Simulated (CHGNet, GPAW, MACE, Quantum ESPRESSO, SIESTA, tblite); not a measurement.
# Random packing of Si18Te82 (at. %) (65 atoms): one structure in several programs

How near do other programs and methods come to a plane-wave reference for random packing of Si18Te82 (at. %) (65 atoms)? A plane-wave run serves as the reference.

Main program and level: Quantum ESPRESSO 7.5; Kohn-Sham DFT, PBE, SSSP efficiency 1.3.0 pseudopotentials, plane waves.

## 1. The structure

The cell holds 65 atoms: 12 Si and 53 Te. Its edges and angles: a = 12.970 Å, b = 12.970 Å, c = 12.970 Å, α = 90.0°, β = 90.0°, γ = 90.0°. 65 atoms (12 Si, 53 Te) packed at random in a cube at 5.4 g/cm³ and pushed apart as soft spheres; a start for melting by ab initio MD, not an equilibrated structure. Then every atom was moved at random, 0.02 Å r.m.s. a Cartesian component.

## 2. Plane-wave reference

pw.in

```
&control
  calculation = 'scf'
  pseudo_dir = './pseudo'
  outdir = './tmp'
  disk_io = 'none'
  tprnfor = .true.
  tstress = .true.
/
&system
  ibrav = 0
  nat = 65
  ntyp = 2
  ecutwfc = 45
  ecutrho = 360
  nosym = .true.
  occupations = 'smearing'
  smearing = 'fd'
  degauss = 0.003675
/
&electrons
  conv_thr = 3.3e-07
  electron_maxstep = 100
  mixing_beta = 0.2
  mixing_mode = 'local-TF'
  diagonalization = 'david'
/
ATOMIC_SPECIES
Si 28.085 Si.upf
Te 127.600 Te.upf
CELL_PARAMETERS angstrom
12.97040 0.00000 0.00000
0.00000 12.97040 0.00000
0.00000 0.00000 12.97040
ATOMIC_POSITIONS crystal
Si 0.24060 0.93592 0.74246
Si 0.46912 0.07580 0.72868
Si 0.62131 0.00904 0.85992
Si 0.41480 0.12805 0.19725
Si 0.17971 0.50719 0.07542
Si 0.84333 0.29832 0.37809
Si 0.64426 0.44845 0.37655
Si 0.17090 0.69000 0.60018
Si 0.94544 0.63150 0.25936
Si 0.56546 0.83015 0.46326
Si 0.04639 0.28462 0.43995
Si 0.37375 0.77286 0.58319
[... 49 atom lines left out ...]
Te 0.90717 0.30745 0.83333
Te 0.34872 0.31438 0.01539
Te 0.10943 0.19538 0.76420
Te 0.69203 0.22554 0.95323
K_POINTS gamma
```

Command:

```console
$ OMP_NUM_THREADS=1 mpirun -np 4 pw.x -in pw.in > output.txt
```

What it wrote:

```text
Program PWSCF
     gamma-point specific algorithms are used
     one sub-group per band group will be used
     scalapack distributed-memory algorithm (size of sub-group:  2*  2 procs)
     Parallelization info
     sticks:   dense  smooth     PW     G-vecs:    dense   smooth      PW
     Min        4300    2148    535               424676   150080   18720
     Max        4301    2150    538               424681   150082   18730
     Sum       17201    8597   2145              1698709   600325   74893
     bravais-lattice index     =            0
     lattice parameter (alat)  =      24.5105  a.u.
     unit-cell volume          =   14725.0477 (a.u.)^3
     number of atoms/cell      =           65
     number of atomic types    =            2
     number of electrons       =       366.00
[... lines left out ...]
     scf convergence threshold =      3.3E-07
[... lines left out ...]
     number of k points=     1  Fermi-Dirac smearing, width (Ry)=  0.0037
[... lines left out ...]
     total energy              =   -1538.23127822 Ry
[... lines left out ...]
     total energy              =   -1538.03718849 Ry
[... lines left out ...]
     total energy              =   -1538.13990133 Ry
[... lines left out ...]
     total energy              =   -1538.16203435 Ry
[... lines left out ...]
     total energy              =   -1538.16203689 Ry
[... lines left out ...]
   -10.0695  -9.9103  -9.0394  -8.5769  -8.4902  -8.3309  -8.2010  -8.0838
    -7.9265  -7.7918  -7.5985  -7.4150  -7.3567  -7.3123  -7.2182  -7.1786
    -6.9950  -6.7921  -6.7477  -6.6067  -6.5827  -6.5525  -6.4091  -6.3252
[...]
6.1061   6.1637   6.1898   6.2440   6.2895   6.3550   6.3965   6.4164
     6.4401   6.4700   6.5367   6.5772   6.6565   6.6960   6.7769   6.8187
     6.8639   6.9191   6.9873   7.0010
     the Fermi energy is     5.3152 ev
!    total energy              =   -1538.16204028 Ry
     estimated scf accuracy    <       0.00000028 Ry
     smearing contrib. (-TS)   =      -0.03209248 Ry
     internal energy E=F+TS    =   -1538.12994779 Ry
     The total energy is F=E-TS. E is the sum of the following terms:
     one-electron contribution =      47.10346298 Ry
     hartree contribution      =     134.53492800 Ry
     xc contribution           =    -836.51619113 Ry
     ewald contribution        =    -883.25214764 Ry
     convergence has been achieved in  15 iterations
     Forces acting on atoms (cartesian axes, Ry/au):
     atom    1 type  1   force =     0.03291283   -0.00001070   -0.00489072
     atom    2 type  1   force =    -0.00879503   -0.00930887    0.01868923
     atom    3 type  1   force =     0.01038611    0.02430041   -0.03473754
[...]
atom   64 type  2   force =    -0.03522900   -0.03042835    0.00225228
     atom   65 type  2   force =     0.01337752    0.01493597   -0.04709163
     Total force =     0.593075     Total SCF correction =     0.000677
     Computing stress (Cartesian axis) and pressure
          total   stress  (Ry/bohr**3)                   (kbar)     P=       45.92
   0.00030501   0.00001881   0.00003305           44.87        2.77        4.86
   0.00001881   0.00028887  -0.00002080            2.77       42.49       -3.06
   0.00003305  -0.00002080   0.00034257            4.86       -3.06       50.39
     Message from routine punch:
     Nothing written, as per user request (disk_io='none')
```

Elapsed: 3.3 min, on 4 MPI ranks of Arm Neoverse V1, shared host; peak memory 4.5 GiB.

Banners, paths, timers and routine set-up lines are dropped from the logs unmarked, and long logs keep their key lines alone; longer cuts are marked.

Numbers from this run:

```
r.m.s. force component : 1.092 eV/Å
longest force          : 4.868 eV/Å
pressure               : 4.592 GPa
```

## 3. Local order

Density 5.40 g/cm³, 33.57 Å³ an atom.

g(r), total and by pair (bins of 0.1 Å):

```
r (Å)  total  Te-Te  Te-Si  Si-Si
 2.45   0.00   0.00   0.00   0.00
 2.55   0.12   0.19   0.00   0.00
 2.65   2.20   1.90   3.11   0.00
 2.75   1.96   2.13   1.08   6.38
 2.85   2.02   2.12   1.71   2.92
 2.95   1.31   1.55   0.94   0.00
 3.05   0.97   0.66   1.45   2.64
 3.15   1.66   1.87   1.37   0.00
 3.25   1.33   1.06   1.81   2.32
 3.35   1.61   2.09   0.74   0.00
 3.45   0.97   0.73   1.15   4.05
 3.55   0.92   1.28   0.22   0.00
 3.65   1.30   1.49   1.02   0.00
 3.75   0.99   0.87   1.17   1.69
 3.85   1.16   1.25   1.10   0.00
 3.95   0.90   0.64   1.56   0.00
 4.05   0.45   0.38   0.67   0.00
 4.15   0.95   1.08   0.63   1.38
 4.25   0.77   0.82   0.75   0.00
 4.35   0.95   0.85   1.30   0.00
 4.45   1.21   1.13   1.52   0.00
 4.55   0.91   0.78   1.19   1.18
 4.65   0.83   0.85   0.88   0.00
 4.75   1.02   1.10   0.86   1.06
 4.85   1.19   0.89   1.74   2.05
 4.95   0.80   0.91   0.67   0.00
 5.05   0.97   1.02   0.96   0.00
 5.15   1.15   1.21   1.03   0.90
 5.25   1.01   1.03   0.89   1.75
 5.35   0.89   0.78   1.04   1.67
 5.45   0.80   0.87   0.74   0.00
 5.55   1.15   1.13   1.24   0.79
 5.65   1.29   1.28   1.20   2.26
 5.75   0.97   1.12   0.50   2.21
 5.85   0.70   0.76   0.48   1.41
 5.95   0.90   0.77   1.23   0.68
 6.05   0.92   1.11   0.45   1.31
 6.15   1.13   1.08   1.23   1.26
 6.25   0.95   1.01   0.91   0.00
 6.35   1.18   1.13   1.43   0.00
 6.45   1.01   0.83   1.31   1.73
```

Bonds by pair of elements; cutoffs follow the first minimum of g(r), held within bounds set by covalent radii, and pairs that aren't listed don't count as bonded (cutoffs were set anew for this text, so counts can differ from the run's own analysis):

```
pair A-B  cutoff (Å)  bonds  mean length (Å)  spread (Å)  shortest (Å)  B about A  A about B
   Te-Te        2.93     41             2.77       0.087          2.58       1.55       1.55
   Te-Si        2.93     16             2.72       0.081          2.60      0.302       1.33
```

The cutoff for Te-Si falls short of the minimum of g(r), so counts run low and odd coordinations can be artefacts.

How many atoms have how many bonded neighbours:

```
element  mean  0   1   2   3  4
     Si  1.33  3   4   3   2  0
     Te  1.85  6  16  16  10  5
```

Rings of the network by King's shortest-path rule, up to 12 atoms, one path for each pair of neighbours; H, halogens, alkali and alkaline-earth atoms are left out, and the last column divides by all other atoms, bonded or not:

```
ring size (atoms)  rings  per network atom
                3      3             0.046
                4      3             0.046
```

## 4. What was run beside it

The programs:
- CHGNet: machine-learned potential, published weights.
- GPAW 26.7.0: PAW with atomic orbitals (LCAO), plane waves or a real-space grid of spacing h.
- MACE: machine-learned potential, published weights.
- SIESTA 5.4.2: numerical atomic orbitals, whose automatically made sets are far from complete, with PseudoDojo norm-conserving potentials that we converted to its format (checked against plane waves on the same files for H, C, O, Si, Ge and Ca alone); labels give functional, basis size, energy shift and mesh cutoff.
- tblite 0.8.0: extended tight binding, driven from Python.

All use the same cell and atoms; the electronic-structure runs use the same k-mesh, and an electronic temperature of 580 K (0.05 eV) where levels are smeared.

Differences are against the plane-wave reference, forces as r.m.s. over components; share is that over the reference's r.m.s. force, slope the least-squares factor from reference forces to these. Total energies of different programs have different zeros and aren't compared.

```
                                                 run  Δ force, r.m.s. (meV/Å)  share (%)  slope  Δ pressure (GPa)  cores  CPU time  memory (GiB)
                                           reference                        -          -      -                 -      4    13 min           4.5
                             CHGNet r2SCAN potential                      634       58.0  0.553             -2.00      1     4.5 s          0.52
                         GPAW PBE, LCAO dzp, h 0.2 Å                      214       19.6  1.166                 -      1   2.8 min           1.7
            GPAW PBE, LCAO sz(dzp), h 0.2 Å (coarse)                      764       70.0  1.567                 -      1      85 s           1.4
                      GPAW revPBE, LCAO dzp, h 0.2 Å                      231       21.1  1.181                 -      1   2.9 min           1.7
                        MACE MP-0b3 medium potential                      315       28.8  0.886             0.256      1     9.1 s          0.72
                         MACE MPA-0 medium potential                      232       21.2  0.917           -0.0529      1     9.1 s          0.72
         SIESTA PBE, DZP, shift 0.01 Ry, mesh 300 Ry                      386       35.3  1.304              1.33      1   5.1 min           1.3
SIESTA PBE, DZP, shift 0.04 Ry, mesh 300 Ry (coarse)                      243       22.2  1.152             -9.73      1   3.2 min          0.98
 SIESTA PBE, SZ, shift 0.01 Ry, mesh 300 Ry (coarse)                      958       87.8  1.734              7.01      1     2 min          0.76
SIESTA PBE, SZP, shift 0.01 Ry, mesh 300 Ry (coarse)                      622       56.9  1.463              2.50      1     4 min           1.2
                                     tblite GFN1-xTB                      556       50.9  0.980             -8.93      1     4.2 s          0.14
```

Rows marked coarse were listed beforehand as settings not expected to be converged; some can still land near the reference.

Times of the machine-learned potentials are mostly Python's start and the loading of weights.

CPU time is summed over cores on a shared host, where runs went side by side, so it is rough. Symmetry, cutoffs, thresholds, outputs and thread counts weren't matched or tuned between programs; memory under MPI is the largest rank's times the ranks.

Runs without a result: SIESTA optB88-vdW, PBE potentials, DZP, shift 0.01 Ry, mesh 300 Ry (cut off at its time limit of 9.9 min).

A second geometry, displaced anew (every atom was moved at random, 0.04 Å r.m.s. a Cartesian component), gives an energy difference that all programs can be tested on. The reference puts it at -14.53 meV/atom.

```
                                        run  energy less the first geometry's (meV/atom)  error (meV/atom)  force share at the second geometry (%)
                            tblite GFN1-xTB                                       -10.53              4.00                                    55.7
                    CHGNet r2SCAN potential                                       -1.951              12.6                                    60.3
                MACE MPA-0 medium potential                                       -8.941              5.59                                    22.3
               MACE MP-0b3 medium potential                                       -10.56              3.97                                    31.0
                GPAW PBE, LCAO dzp, h 0.2 Å                                       -16.81             -2.28                                    21.5
SIESTA PBE, DZP, shift 0.01 Ry, mesh 300 Ry                                       -19.86             -5.33                                    36.4
            GPAW PBE, LCAO sz(dzp), h 0.2 Å                                       -21.16             -6.62                                    75.0
             GPAW revPBE, LCAO dzp, h 0.2 Å                                       -17.05             -2.51                                    23.0
SIESTA PBE, SZP, shift 0.01 Ry, mesh 300 Ry                                       -21.67             -7.14                                    58.8
SIESTA PBE, DZP, shift 0.04 Ry, mesh 300 Ry                                       -13.10              1.44                                    22.7
 SIESTA PBE, SZ, shift 0.01 Ry, mesh 300 Ry                                       -23.31             -8.77                                    92.8
```

## 5. Outcome

- reference r.m.s. force component: 1.09 eV/Å
- nearest in forces: GPAW PBE, LCAO dzp, h 0.2 Å, 20 %
- farthest in forces: SIESTA PBE, SZ, shift 0.01 Ry, mesh 300 Ry (coarse), 88 %
- cheapest electronic-structure run beside the reference: tblite GFN1-xTB, 4.2 s of CPU time

**Reading.** The PBE runs in local orbitals, coarse settings apart, differ by 20 % (GPAW PBE, LCAO dzp, h 0.2 Å) to 35 % (SIESTA PBE, DZP, shift 0.01 Ry, mesh 300 Ry); basis, grid and potentials can all enter. Tight binding differs by 51 % (tblite GFN1-xTB); it is another model, with fitted parameters of its own, and the xTB methods hold dispersion. Machine-learned potentials differ by 21 % (MACE MPA-0 medium potential) to 58 % (CHGNet r2SCAN potential); they were trained on other programs' data, some at another functional. Rows with another functional or a dispersion term differ by 21 % (GPAW revPBE, LCAO dzp, h 0.2 Å), which mixes the change of model with differences of basis and potentials. Runs with settings chosen to be coarse differ by 22 % (SIESTA PBE, DZP, shift 0.04 Ry, mesh 300 Ry) to 88 % (SIESTA PBE, SZ, shift 0.01 Ry, mesh 300 Ry), their programs' other errors included. Of the electronic-structure runs that take under half the reference's CPU time, GPAW PBE, LCAO dzp, h 0.2 Å comes nearest, at 20 % in 2.8 min against 13 min. SIESTA PBE, SZ, shift 0.01 Ry, mesh 300 Ry stiffens the forces by a factor of 1.73 while following their directions (correlation 0.964); the slopes of the 4 SIESTA runs lie between 1.15 and 1.73. In pressure, SIESTA PBE, DZP, shift 0.04 Ry, mesh 300 Ry misses by -9.7 GPa, at the same functional. The energy difference between the two geometries, -14.5 meV/atom in the reference, is met best by SIESTA PBE, DZP, shift 0.04 Ry, mesh 300 Ry (coarse) (+1.44) and worst by CHGNet r2SCAN potential (+12.6). In the reference: levels near the Fermi energy are neither full nor empty under the smearing, so no gap is quoted. In the reference: rings of 3 and 4 atoms are the most common (50 % each of those counted); sizes run from 3 to 4. Periodic xTB results under one method name differ between programs and library versions. The potentials hold different valence shells: 366 electrons in the reference, 896 in SIESTA; this bears on time and differences. The reference's pressure holds the uncorrected Pulay stress of its 45 Ry basis, so small pressure differences, and their order, may be the reference's own error. Machine-learned potentials mimic data converged in k, so the reference's own k-point error enters their differences. The reference's pressure of 4.6 GPa belongs to a cell and atoms that aren't relaxed at this level. The electronic-structure runs sample only Γ, in a cell whose shortest periodic width is 13 Å, which is coarse for a cell with partly filled levels. Spin–orbit coupling is left out, which matters for the levels of the heavy elements.

[Also dropped from logs without a mark: logging warnings of Python, and SIESTA's first energy breakdown and zero terms.]

[Logs are printed without paths, hosts, clocks, repeated set-up lines and the standing remarks that a program may print on its own settings, such as how far it seeks lower states.]

[Hosts, paths, dates, database ids (printed as entryN), source tags and the programs' standing remarks are cut or masked in the printed files.]
